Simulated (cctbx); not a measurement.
# What is wrong with this refinement?

Cell a = 4.5740 Å, b = 4.7910 Å, c = 15.2050 Å, α = 90.00°, β = 90.00°, γ = 90.00°; space group Pmm2 (no. 25). The compound is Ba2LiYbZn3S7.

The data are simulated with cctbx, not measured: Mo Kα, λ = 0.71073 Å, to d = 0.84 Å, 50 % of the full sphere, strongest reflection 20000 counts, noise from counting, a 2 % proportional error and a noise floor of 15 counts (s.d.); no absorption, and some extinction, which the refinements don't model.

An anisotropic refinement with weights 1/σ² prints:

```text
Rint 0.022, 645 unique reflections to 0.84 A
cycle     R1     wR2    GooF  max shift (A)
   1  0.0219  0.0451   1.347   0.00870
   3  0.0190  0.0387   1.156   0.00011
final R1 0.0190 wR2 0.0387 GooF 1.156  parameters 52  data/parameter 12.4
atom        x        y        z      Ueq    occ   su(xyz)  su(Uiso or U11)
Yb1    0.50000  0.50000  0.51531   0.0042  1.000  0.00004  0.0004
Ba1    0.50000  0.50000  0.80523   0.0052  1.000  0.00009  0.0004
Ba2    0.50000  0.50000  0.10449   0.0071  1.000  0.00005  0.0006
Zn1    0.00000  0.00000  0.95842   0.0087  1.000  0.00023  0.0012
Zn2    0.00000  0.00000  0.64846   0.0104  1.000  0.00020  0.0011
Zn3    0.00000  0.00000  0.37698   0.0115  1.000  0.00017  0.0012
S1     0.00000  0.00000  0.19586   0.0130  1.000  0.00033  0.0022
S2     0.00000  0.50000  0.95090   0.0085  1.000  0.00044  0.0023
S3     0.50000  0.00000  0.95247   0.0111  1.000  0.00050  0.0024
S4     0.50000  0.00000  0.64494   0.0111  1.000  0.00034  0.0025  NPD
S5     0.00000  0.50000  0.65268   0.0063  1.000  0.00042  0.0020
S6     0.50000  0.00000  0.40134   0.0255  1.000  0.00040  0.0025
S7     0.00000  0.50000  0.40730   0.0113  1.000  0.00034  0.0022
difference map: max 1.81 min -1.09 rms 0.20
Q1    0.5000  0.0000  0.2658    1    1.81  2.06 A from S6
Q2    0.5000  0.0000  0.7621    1    0.77  1.78 A from S4
Q3    0.0000  0.2111  0.2909    2    0.71  1.65 A from Zn3
Q4    0.2766  0.0000  0.0076    2    0.64  1.32 A from S3
Q5    0.2035  0.5000  0.7329    2    0.63  1.53 A from S5
Q6    0.0000  0.3080  0.5532    2    0.62  1.77 A from S5
```

**Question.** Can this result stand? If not, what is the likely fault?

Mend it. The fault: an atom left out, Li at (1/2, 0, 0.2578). Against the right model at the same level, R1 goes from 0.0170 to 0.0190 and GooF from 1.07 to 1.16, the top difference peak, 1.8 e/Å³, lies 2.06 Å from S6 and S4 goes non-positive-definite. Q1 is the missing atom. With scattering power missing, scale and phases suffer, so peaks may also grow on the heavy atoms.

The compound is Ba2LiYbZn3S7. The right model at the same level gives:

```text
Rint 0.022, 645 unique reflections to 0.84 A
cycle     R1     wR2    GooF  max shift (A)
   1  0.0199  0.0417   1.251   0.01161
   7  0.0170  0.0356   1.068   0.00047
final R1 0.0170 wR2 0.0356 GooF 1.068  parameters 56  data/parameter 11.5
atom        x        y        z      Ueq    occ   su(xyz)  su(Uiso or U11)
Yb1    0.50000  0.50000  0.51534   0.0041  1.000  0.00004  0.0004
Ba1    0.50000  0.50000  0.80531   0.0052  1.000  0.00008  0.0003
Ba2    0.50000  0.50000  0.10444   0.0074  1.000  0.00005  0.0005
Zn1    0.00000  0.00000  0.95842   0.0080  1.000  0.00021  0.0011
Zn2    0.00000  0.00000  0.64807   0.0115  1.000  0.00019  0.0011
Zn3    0.00000  0.00000  0.37703   0.0108  1.000  0.00015  0.0011
S1     0.00000  0.00000  0.19566   0.0140  1.000  0.00031  0.0021
S2     0.00000  0.50000  0.95101   0.0081  1.000  0.00044  0.0021
S3     0.50000  0.00000  0.95191   0.0126  1.000  0.00047  0.0023
S4     0.50000  0.00000  0.64486   0.0103  1.000  0.00032  0.0022
S5     0.00000  0.50000  0.65310   0.0080  1.000  0.00040  0.0019
S6     0.50000  0.00000  0.40199   0.0263  1.000  0.00043  0.0024
S7     0.00000  0.50000  0.40729   0.0125  1.000  0.00032  0.0021
Li1    0.50000  0.00000  0.26072   0.0298  1.000  0.00280  0.0183
Flack x: -0.012(15)
Hooft y: 0.004(16)  Bijvoet pairs: 267
difference map: max 0.71 min -1.02 rms 0.19
Q1    0.2852  0.0000  0.0065    2    0.74  1.29 A from S3
Q2    0.0000  0.2126  0.2938    2    0.71  1.62 A from Zn3
Q3    0.0000  0.3077  0.5514    2    0.65  1.80 A from S5
Q4    0.2094  0.5000  0.7300    2    0.61  1.51 A from S5
Q5    0.2130  0.5000  0.8156    2    0.60  1.32 A from Ba1
Q6    0.5000  0.5000  0.1376    1    0.59  0.50 A from Ba2
```

Isotropic U is held between 0.0001 and 1 Å² by the program, and listed peak heights are interpolated, so they can pass the grid's maximum.

The model is made up (kin elements in a known structure type, no relaxation), so it says nothing on whether the phase exists.

[Middle refinement cycles are left out of these outputs.]

[Logs are printed without paths, hosts, clocks, repeated set-up lines and the standing remarks that a program may print on its own settings, such as how far it seeks lower states.]
